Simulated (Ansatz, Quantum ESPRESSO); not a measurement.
# Evanescent states of BP, zinc blende type, lattice constant set to 4.55 Å, part 2 of 3

How good a tunnel barrier is BP, zinc blende type, lattice constant set to 4.55 Å?

Quantum ESPRESSO 7.5; plane-wave DFT, PBE, GBRV ultrasoft pseudopotentials; cross-check by Ansatz 0.2.0 with PAW datasets.

So far. Step 2 (SCF with pw.x): The run needed 9 iterations to bring the estimated error under 1e-09 Ry.

## (3) Complex band structure

Level of this step: complex band structure by pwcond; plane-wave DFT, PBE, GBRV ultrasoft pseudopotentials (Quantum ESPRESSO).

ikind = 0 solves one period of the crystal for all kz, real and complex, at each energy and k across. ewind and epsproj trim the two-dimensional plane-wave basis; nz1 sets the subslabs.

Contents of cbs.in:

```
&inputcond
  outdir = './out'
  prefixl = 'scf'
  band_file = 'cbs'
  ikind = 0
  ewind = 4.0
  epsproj = 1e-05
  nz1 = 7
  energy0 = 4.48
  denergy = -0.16
/
4
  0.00000000 0.00000000 1.00000000
  0.50000000 0.00000000 1.00000000
  0.50000000 0.50000000 1.00000000
  0.25000000 0.00000000 1.00000000
41
```

Command:

```console
$ OMP_NUM_THREADS=1 mpirun -n 2 pwcond.x -in cbs.in > cbs.out
```

What it wrote:

```text
[banner, memory and clock lines left out]
Program PWCOND v.7.5 starts

          URL

     ./out/scf.save/

     IMPORTANT: XC functional enforced from input :
     Exchange-correlation= PBE
                           (   1   4   3   4   0   0   0)
     Any further DFT definition will be discarded
     Please, verify this is what you really want

     Reading collected, re-writing distributed wavefunctions

===== INPUT FILE containing the left lead =====

     GEOMETRY:

     lattice parameter (alat)  =       6.0799  a.u.
     the volume                =     317.8343 (a.u.)^3
     the cross section         =      36.9650 (a.u.)^2
     l of the unit cell        =       1.4142 (alat)
     number of atoms/cell      =            4
     number of atomic types    =            2

     crystal axes: (cart. coord. in units of alat)
               a(1) = (  1.0000  0.0000  0.0000 )
               a(2) = (  0.0000  1.0000  0.0000 )
               a(3) = (  0.0000  0.0000  1.4142 )

   Cartesian axes

     site n.     atom                  positions (alat units)
          1        B      tau(  1)=(  0.0000  0.0000  1.4142  )
          2        P      tau(  2)=(  0.5000  0.0000  0.3536  )
          3        B      tau(  3)=(  0.5000  0.5000  0.7071  )
          4        P      tau(  4)=(  0.0000  0.5000  1.0607  )

     nr1s                      =           25
     nr2s                      =           25
     nr3s                      =           36
     nr1sx                     =           25
     nr2sx                     =           25
     nr3sx                     =           36
     nr1                       =           27
     nr2                       =           27
     nr3                       =           40
     nr1x                      =           27
     nr2x                      =           27
     nr3x                      =           40

 _______________________________
  Radii of nonlocal spheres:

     type       ibeta     ang. mom.          radius (alat units)
       B          1         0                    0.2057
       B          2         0                    0.2057
       B          3         1                    0.2057
       B          4         1                    0.2057
       P          1         0                    0.2475
       P          2         0                    0.2475
       P          3         1                    0.2475
       P          4         1                    0.2475
       P          5         2                    0.2475
       P          6         2                    0.2475
----- General information -----

----- Complex band structure calculation -----

     nrx                       =           25
     nry                       =           25
     nz1                       =            7

     energy0               =         4.5E+00
     denergy               =        -1.6E-01
     nenergy               =         41
     ecut2d                =         4.0E+01
     ewind                 =         4.0E+00
     epsproj               =         1.0E-05

     number of k_|| points=    4
                       cryst. coord.
        k(    1) = (   0.0000000   0.0000000), wk =   0.2500000
        k(    2) = (   0.5000000   0.0000000), wk =   0.2500000
        k(    3) = (   0.5000000   0.5000000), wk =   0.2500000
        k(    4) = (   0.2500000   0.0000000), wk =   0.2500000
----- Information about left lead -----

     nocros                   =            8
     noins                    =           44
     norb                     =           60
     norbf                    =           60
     nrz                      =           36

      iorb      type   ibeta   ang. mom.   m       position (alat)
        1        1       1        0        1   taunew(   1)=(  0.0000  0.0000  0.0000)
        2        1       2        0        1   taunew(   2)=(  0.0000  0.0000  0.0000)
        3        1       3        1        1   taunew(   3)=(  0.0000  0.0000  0.0000)
        4        1       3        1        2   taunew(   4)=(  0.0000  0.0000  0.0000)
        5        1       3        1        3   taunew(   5)=(  0.0000  0.0000  0.0000)
        6        1       4        1        1   taunew(   6)=(  0.0000  0.0000  0.0000)
        7        1       4        1        2   taunew(   7)=(  0.0000  0.0000  0.0000)
        8        1       4        1        3   taunew(   8)=(  0.0000  0.0000  0.0000)
        9        2       1        0        1   taunew(   9)=(  0.5000  0.0000  0.3536)
       10        2       2        0        1   taunew(  10)=(  0.5000  0.0000  0.3536)
       11        2       3        1        1   taunew(  11)=(  0.5000  0.0000  0.3536)
       12        2       3        1        2   taunew(  12)=(  0.5000  0.0000  0.3536)
       13        2       3        1        3   taunew(  13)=(  0.5000  0.0000  0.3536)
       14        2       4        1        1   taunew(  14)=(  0.5000  0.0000  0.3536)
       15        2       4        1        2   taunew(  15)=(  0.5000  0.0000  0.3536)
       16        2       4        1        3   taunew(  16)=(  0.5000  0.0000  0.3536)
       17        2       5        2        1   taunew(  17)=(  0.5000  0.0000  0.3536)
       18        2       5        2        2   taunew(  18)=(  0.5000  0.0000  0.3536)
       19        2       5        2        3   taunew(  19)=(  0.5000  0.0000  0.3536)
       20        2       5        2        4   taunew(  20)=(  0.5000  0.0000  0.3536)
       21        2       5        2        5   taunew(  21)=(  0.5000  0.0000  0.3536)
       22        2       6        2        1   taunew(  22)=(  0.5000  0.0000  0.3536)
       23        2       6        2        2   taunew(  23)=(  0.5000  0.0000  0.3536)
       24        2       6        2        3   taunew(  24)=(  0.5000  0.0000  0.3536)
       25        2       6        2        4   taunew(  25)=(  0.5000  0.0000  0.3536)
       26        2       6        2        5   taunew(  26)=(  0.5000  0.0000  0.3536)
       27        1       1        0        1   taunew(  27)=(  0.5000  0.5000  0.7071)
       28        1       2        0        1   taunew(  28)=(  0.5000  0.5000  0.7071)
       29        1       3        1        1   taunew(  29)=(  0.5000  0.5000  0.7071)
       30        1       3        1        2   taunew(  30)=(  0.5000  0.5000  0.7071)
       31        1       3        1        3   taunew(  31)=(  0.5000  0.5000  0.7071)
       32        1       4        1        1   taunew(  32)=(  0.5000  0.5000  0.7071)
       33        1       4        1        2   taunew(  33)=(  0.5000  0.5000  0.7071)
       34        1       4        1        3   taunew(  34)=(  0.5000  0.5000  0.7071)
       35        2       1        0        1   taunew(  35)=(  0.0000  0.5000  1.0607)
       36        2       2        0        1   taunew(  36)=(  0.0000  0.5000  1.0607)
       37        2       3        1        1   taunew(  37)=(  0.0000  0.5000  1.0607)
       38        2       3        1        2   taunew(  38)=(  0.0000  0.5000  1.0607)
       39        2       3        1        3   taunew(  39)=(  0.0000  0.5000  1.0607)
       40        2       4        1        1   taunew(  40)=(  0.0000  0.5000  1.0607)
       41        2       4        1        2   taunew(  41)=(  0.0000  0.5000  1.0607)
       42        2       4        1        3   taunew(  42)=(  0.0000  0.5000  1.0607)
       43        2       5        2        1   taunew(  43)=(  0.0000  0.5000  1.0607)
       44        2       5        2        2   taunew(  44)=(  0.0000  0.5000  1.0607)
       45        2       5        2        3   taunew(  45)=(  0.0000  0.5000  1.0607)
       46        2       5        2        4   taunew(  46)=(  0.0000  0.5000  1.0607)
       47        2       5        2        5   taunew(  47)=(  0.0000  0.5000  1.0607)
       48        2       6        2        1   taunew(  48)=(  0.0000  0.5000  1.0607)
       49        2       6        2        2   taunew(  49)=(  0.0000  0.5000  1.0607)
       50        2       6        2        3   taunew(  50)=(  0.0000  0.5000  1.0607)
       51        2       6        2        4   taunew(  51)=(  0.0000  0.5000  1.0607)
       52        2       6        2        5   taunew(  52)=(  0.0000  0.5000  1.0607)
       53        1       1        0        1   taunew(  53)=(  0.0000  0.0000  1.4142)
       54        1       2        0        1   taunew(  54)=(  0.0000  0.0000  1.4142)
       55        1       3        1        1   taunew(  55)=(  0.0000  0.0000  1.4142)
       56        1       3        1        2   taunew(  56)=(  0.0000  0.0000  1.4142)
       57        1       3        1        3   taunew(  57)=(  0.0000  0.0000  1.4142)
       58        1       4        1        1   taunew(  58)=(  0.0000  0.0000  1.4142)
       59        1       4        1        2   taunew(  59)=(  0.0000  0.0000  1.4142)
       60        1       4        1        3   taunew(  60)=(  0.0000  0.0000  1.4142)
    k slab    z(k)  z(k+1)     crossing(iorb=1,norb)
    1   0.0000 0.0393 0.0393   111111110000000000000000000000000000000000000000000000000000
    2   0.0393 0.0786 0.0393   111111110000000000000000000000000000000000000000000000000000
    3   0.0786 0.1179 0.0393   111111111111111111111111110000000000000000000000000000000000
    4   0.1179 0.1571 0.0393   111111111111111111111111110000000000000000000000000000000000
    5   0.1571 0.1964 0.0393   111111111111111111111111110000000000000000000000000000000000
    6   0.1964 0.2357 0.0393   111111111111111111111111110000000000000000000000000000000000
    7   0.2357 0.2750 0.0393   000000001111111111111111110000000000000000000000000000000000
    8   0.2750 0.3143 0.0393   000000001111111111111111110000000000000000000000000000000000
    9   0.3143 0.3536 0.0393   000000001111111111111111110000000000000000000000000000000000
   10   0.3536 0.3928 0.0393   000000001111111111111111110000000000000000000000000000000000
   11   0.3928 0.4321 0.0393   000000001111111111111111110000000000000000000000000000000000
   12   0.4321 0.4714 0.0393   000000001111111111111111110000000000000000000000000000000000
   13   0.4714 0.5107 0.0393   000000001111111111111111111111111100000000000000000000000000
   14   0.5107 0.5500 0.0393   000000001111111111111111111111111100000000000000000000000000
   15   0.5500 0.5893 0.0393   000000001111111111111111111111111100000000000000000000000000
   16   0.5893 0.6285 0.0393   000000001111111111111111111111111100000000000000000000000000
   17   0.6285 0.6678 0.0393   000000000000000000000000001111111100000000000000000000000000
   18   0.6678 0.7071 0.0393   000000000000000000000000001111111100000000000000000000000000
   19   0.7071 0.7464 0.0393   000000000000000000000000001111111100000000000000000000000000
   20   0.7464 0.7857 0.0393   000000000000000000000000001111111100000000000000000000000000
   21   0.7857 0.8250 0.0393   000000000000000000000000001111111111111111111111111100000000
   22   0.8250 0.8642 0.0393   000000000000000000000000001111111111111111111111111100000000
   23   0.8642 0.9035 0.0393   000000000000000000000000001111111111111111111111111100000000
   24   0.9035 0.9428 0.0393   000000000000000000000000001111111111111111111111111100000000
   25   0.9428 0.9821 0.0393   000000000000000000000000000000000011111111111111111100000000
   26   0.9821 1.0214 0.0393   000000000000000000000000000000000011111111111111111100000000
   27   1.0214 1.0607 0.0393   000000000000000000000000000000000011111111111111111100000000
   28   1.0607 1.0999 0.0393   000000000000000000000000000000000011111111111111111100000000
   29   1.0999 1.1392 0.0393   000000000000000000000000000000000011111111111111111100000000
   30   1.1392 1.1785 0.0393   000000000000000000000000000000000011111111111111111100000000
   31   1.1785 1.2178 0.0393   000000000000000000000000000000000011111111111111111111111111
   32   1.2178 1.2571 0.0393   000000000000000000000000000000000011111111111111111111111111
   33   1.2571 1.2964 0.0393   000000000000000000000000000000000011111111111111111111111111
   34   1.2964 1.3356 0.0393   000000000000000000000000000000000011111111111111111111111111
   35   1.3356 1.3749 0.0393   000000000000000000000000000000000000000000000000000011111111
   36   1.3749 1.4142 0.0393   000000000000000000000000000000000000000000000000000011111111
 ngper, shell number =          121          20
 ngper, n2d =          121         104
---  E-Ef =    4.4800000  k =    0.0000000   0.0000000
---  ie =          1  ik =          1
 Nchannels of the left tip =            3
 Right moving states:
   k1(2pi/a)   k2(2pi/a)   E-Ef (eV)
   0.1985214  -0.0000000   4.4800000
   0.1985360   0.0000000   4.4800000
   0.4560643   0.0000000   4.4800000
 Left moving states:
   k1(2pi/a)   k2(2pi/a)   E-Ef (eV)
  -0.1985214  -0.0000000   4.4800000
  -0.1985214  -0.0000000   4.4800000
  -0.4560623   0.0000000   4.4800000

---  E-Ef =    4.3200000  k =    0.0000000   0.0000000
---  ie =          2  ik =          1
 Nchannels of the left tip =            3
 Right moving states:
   k1(2pi/a)   k2(2pi/a)   E-Ef (eV)
   0.1804347  -0.0000000   4.3200000
   0.1804496   0.0000000   4.3200000
   0.4405877   0.0000000   4.3200000
 Left moving states:
   k1(2pi/a)   k2(2pi/a)   E-Ef (eV)
  -0.1804347  -0.0000000   4.3200000
  -0.1804347  -0.0000000   4.3200000
  -0.4405856   0.0000000   4.3200000
[... further energies and points left out ...]
---  E-Ef =   -1.7600000  k =    0.2500000   0.0000000
---  ie =         40  ik =          4
 Nchannels of the left tip =            3
 Right moving states:
   k1(2pi/a)   k2(2pi/a)   E-Ef (eV)
   0.1014708   0.0000000  -1.7600000
  -0.3870180   0.0000000  -1.7600000
  -0.4353361  -0.0000000  -1.7600000
 Left moving states:
   k1(2pi/a)   k2(2pi/a)   E-Ef (eV)
  -0.1014706   0.0000000  -1.7600000
   0.3870179  -0.0000000  -1.7600000
   0.4353368  -0.0000000  -1.7600000

---  E-Ef =   -1.9200000  k =    0.2500000   0.0000000
---  ie =         41  ik =          4
 Nchannels of the left tip =            3
 Right moving states:
   k1(2pi/a)   k2(2pi/a)   E-Ef (eV)
   0.0768397   0.0000000  -1.9200000
  -0.4204708   0.0000000  -1.9200000
  -0.4561158  -0.0000000  -1.9200000
 Left moving states:
   k1(2pi/a)   k2(2pi/a)   E-Ef (eV)
  -0.0768395   0.0000000  -1.9200000
   0.4204708  -0.0000000  -1.9200000
   0.4561165  -0.0000000  -1.9200000

Note: The following floating-point exceptions are signalling: IEEE_UNDERFLOW_FLAG
Note: The following floating-point exceptions are signalling: IEEE_UNDERFLOW_FLAG
```

Run time: 2.4 min. Hardware: 2 MPI ranks of Arm Neoverse N1, shared host; peak memory 0.12 GiB; 4.6 min of CPU time.

Numbers from this step:

| Item | Value |
| --- | --- |
| peak of the smallest κ at the zone centre | 0.21 Å⁻¹ |
| energy of the peak at the zone centre | 1.12 eV |
| peak of the smallest κ at (1/2, 0) | 0.301 Å⁻¹ |
| peak of the smallest κ at (1/4, 0) | 0.301 Å⁻¹ |

K across = (0, 0) in the cell's reciprocal vectors; values within 0.0025 1/Å of each other count once, columns are sorted by size at each energy, a dash where no further value was kept. Table of Im kz of the slowest decaying states by energy, zero at the highest filled level of the SCF mesh:

```tsv
energy (eV)	decay 1 (Å⁻¹)	decay 2 (Å⁻¹)	decay 3 (Å⁻¹)
-1.92	0.961	1.96	1.97
-1.76	0.936	1.95	1.96
-1.44	0.886	1.92	1.94
-1.28	0.86	1.91	1.93
-0.96	0.805	1.89	1.90
-0.80	0.776	1.88	1.89
-0.64	0.746	1.87	1.88
-0.32	0.682	1.84	1.86
-0.16	0.647	1.83	1.84
0.00	0.006	0.012	0.611
0.32	0.138	0.164	0.53
0.48	0.164	0.199	0.484
0.80	0.197	0.251	0.375
0.96	0.208	0.272	0.305
1.12	0.21	0.216	0.291
1.44	0.077	0.224	0.322
1.60	0.064	0.225	0.336
1.76	0.225	0.348	1.69
2.08	0.217	0.369	1.66
2.24	0.21	0.378	1.65
2.56	0.189	0.395	1.62
2.72	0.175	0.402	1.61
2.88	0.157	0.409	1.6
3.20	0.101	0.422	1.57
3.36	0.045	0.427	1.56
3.52	0.132	0.433	1.55
3.84	0.233	0.445	1.52
4.00	0.261	0.451	1.50
4.32	0.297	0.464	1.48
4.48	0.308	0.47	1.46
```

K across = (0, 0) in the cell's reciprocal vectors. Re kz of states that move upwards against energy, zero at the highest filled level of the SCF mesh:

```tsv
energy (eV)	channel 1 (Å⁻¹)	channel 2 (Å⁻¹)	channel 3 (Å⁻¹)
-1.92	-0.504	-0.504	-0.458
-1.76	-0.470	-0.470	-0.435
-1.60	-0.436	-0.436	-0.411
-1.44	-0.402	-0.402	-0.386
-1.28	-0.369	-0.369	-0.361
-1.12	-0.336	-0.336	-0.335
-0.96	-0.307	-0.303	-0.303
-0.64	-0.246	-0.234	-0.234
-0.48	-0.211	-0.197	-0.197
-0.32	-0.170	-0.156	-0.156
-0.16	-0.119	-0.107	-0.107
0.00	-	-	-
0.16	-	-	-
0.32	-	-	-
0.48	-	-	-
0.64	-	-	-
0.80	-	-	-
0.96	-	-	-
1.12	-	-	-
1.44	0.489	-	-
1.60	0.584	-	-
1.76	0.0795	0.661	-
1.92	-0.652	0.145	-
2.08	-0.590	0.196	-
2.24	-0.532	0.240	-
2.40	-0.476	0.280	-
2.56	-0.421	0.316	-
2.72	-0.366	0.350	-
2.88	-0.309	0.381	-
3.04	-0.249	0.411	-
3.20	-0.178	0.439	-
3.52	0.0833	0.0833	0.492
3.68	0.129	0.129	0.517
3.84	0.164	0.164	0.541
4.00	0.195	0.195	0.564
4.16	0.223	0.223	0.586
4.32	0.249	0.249	0.608
4.48	0.274	0.274	0.630
```

K across = (1/2, 0) in the cell's reciprocal vectors; values within 0.0025 1/Å of each other count once, columns are sorted by size at each energy, a dash where no further value was kept. The Im kz of the slowest decaying states by energy, zero at the highest filled level of the SCF mesh:

```tsv
energy (eV)	decay 1 (Å⁻¹)	decay 2 (Å⁻¹)	decay 3 (Å⁻¹)
-1.92	1.35	2.29	-
-1.76	1.34	2.28	-
-1.60	0.095	0.341	1.32
-1.44	0.135	0.447	1.30
-1.28	0.164	0.508	1.28
-1.12	0.187	0.55	1.26
-0.96	0.206	0.58	1.24
-0.64	0.237	0.619	1.20
-0.48	0.249	0.631	1.18
-0.32	0.259	0.64	1.16
-0.16	0.268	0.647	1.14
0.00	0.276	0.651	1.12
0.16	0.283	0.653	1.10
0.32	0.288	0.653	1.08
0.48	0.293	0.652	1.05
0.64	0.296	0.65	1.03
0.80	0.299	0.646	1.01
0.96	0.3	0.641	0.984
1.12	0.301	0.635	0.959
1.44	0.3	0.62	0.908
1.60	0.297	0.611	0.881
1.76	0.294	0.601	0.853
1.92	0.29	0.59	0.824
2.08	0.284	0.578	0.794
2.24	0.278	0.565	0.762
2.40	0.27	0.552	0.729
2.56	0.26	0.537	0.693
2.72	0.249	0.52	0.656
2.88	0.235	0.503	0.615
3.04	0.218	0.484	0.57
3.20	0.198	0.464	0.52
3.52	0.138	0.39	0.418
3.68	0.076	0.292	0.392
3.84	0.094	0.363	1.88
4.00	0.331	1.87	2.67
4.16	0.133	0.293	1.85
4.32	0.168	0.249	1.84
4.48	0.174	0.193	1.83
```

K across = (1/2, 1/2) in the cell's reciprocal vectors; values within 0.0025 1/Å of each other count once, columns are sorted by size at each energy, a dash where no further value was kept. The Im kz of the slowest decaying states by energy, zero at the highest filled level of the SCF mesh:

```tsv
energy (eV)	decay 1 (Å⁻¹)	decay 2 (Å⁻¹)	decay 3 (Å⁻¹)
-1.92	0.326	0.329	2.23
-1.76	0.327	0.33	2.22
-1.60	0.327	0.331	2.21
-1.44	0.326	0.33	2.20
-1.28	0.324	0.328	2.19
-1.12	0.32	0.326	2.18
-0.96	0.316	0.322	2.17
-0.64	0.304	0.313	2.15
-0.48	0.297	0.307	2.14
-0.32	0.288	0.3	2.13
-0.16	0.279	0.291	2.12
0.00	0.267	0.282	2.11
0.16	0.255	0.272	2.10
0.32	0.24	0.26	2.09
0.48	0.224	0.247	2.08
0.64	0.205	0.233	2.07
0.80	0.183	0.217	2.06
0.96	0.157	0.198	2.04
1.12	0.123	0.176	2.03
1.44	0.117	2.01	2.22
1.60	0.066	2	2.21
1.76	1.99	2.20	2.31
1.92	1.98	2.19	2.30
2.08	1.97	2.18	2.29
2.24	1.96	2.17	2.28
2.40	1.94	2.16	2.27
2.56	1.93	2.15	2.26
2.72	1.92	2.15	2.25
2.88	1.91	2.13	2.24
3.04	1.90	2.12	2.23
3.20	1.88	2.12	2.21
3.52	1.86	2.10	2.19
3.68	1.85	2.08	2.18
3.84	1.83	2.08	2.17
4.00	1.82	2.06	2.16
4.16	1.81	2.05	2.15
4.32	1.80	2.04	2.13
4.48	1.78	2.03	2.12
```

K across = (1/4, 0) in the cell's reciprocal vectors; values within 0.0025 1/Å of each other count once, columns are sorted by size at each energy, a dash where no further value was kept. Table of Im kz of the slowest decaying states by energy, zero at the highest filled level of the SCF mesh:

```tsv
energy (eV)	decay 1 (Å⁻¹)	decay 2 (Å⁻¹)	decay 3 (Å⁻¹)
-1.92	1.08	1.43	1.59
-1.76	1.06	1.41	1.57
-1.60	1.04	1.40	1.56
-1.44	1.01	1.38	1.54
-1.28	0.991	1.36	1.52
-1.12	0.967	1.35	1.50
-0.96	0.096	0.944	1.33
-0.64	0.169	0.895	1.29
-0.48	0.193	0.869	1.28
-0.32	0.13	0.213	0.843
-0.16	0.195	0.229	0.816
0.00	0.239	0.243	0.788
0.16	0.256	0.273	0.759
0.32	0.266	0.301	0.729
0.48	0.275	0.324	0.697
0.64	0.282	0.343	0.664
0.80	0.288	0.359	0.629
0.96	0.293	0.372	0.592
1.12	0.296	0.383	0.553
1.44	0.3	0.399	0.463
1.60	0.301	0.405	0.41
1.76	0.3	0.348	0.408
1.92	0.272	0.298	0.41
2.08	0.161	0.295	0.41
2.24	0.291	0.408	0.951
2.40	0.286	0.404	0.93
2.56	0.279	0.398	0.909
2.72	0.27	0.39	0.889
2.88	0.26	0.379	0.868
3.04	0.248	0.365	0.848
3.20	0.233	0.347	0.828
3.52	0.192	0.298	0.789
3.68	0.162	0.263	0.771
3.84	0.116	0.218	0.753
4.00	0.028	0.153	0.736
4.16	0.092	0.72	0.739
4.32	0.099	0.704	1.08
4.48	0.058	0.084	0.667
```

[end of part 2 of 3]

[Logs are printed without paths, hosts, clocks, repeated set-up lines and the standing remarks that a program may print on its own settings, such as how far it seeks lower states.]

[Hosts, paths, dates, database ids (printed as entryN), source tags and the programs' standing remarks are cut or masked in the printed files.]

[Maps of the electrostatic potential energy from Ansatz leave out the sawtooth potential of an applied field or a dipole correction, so their vacuum need not be flat; planar profiles and work functions include it.]
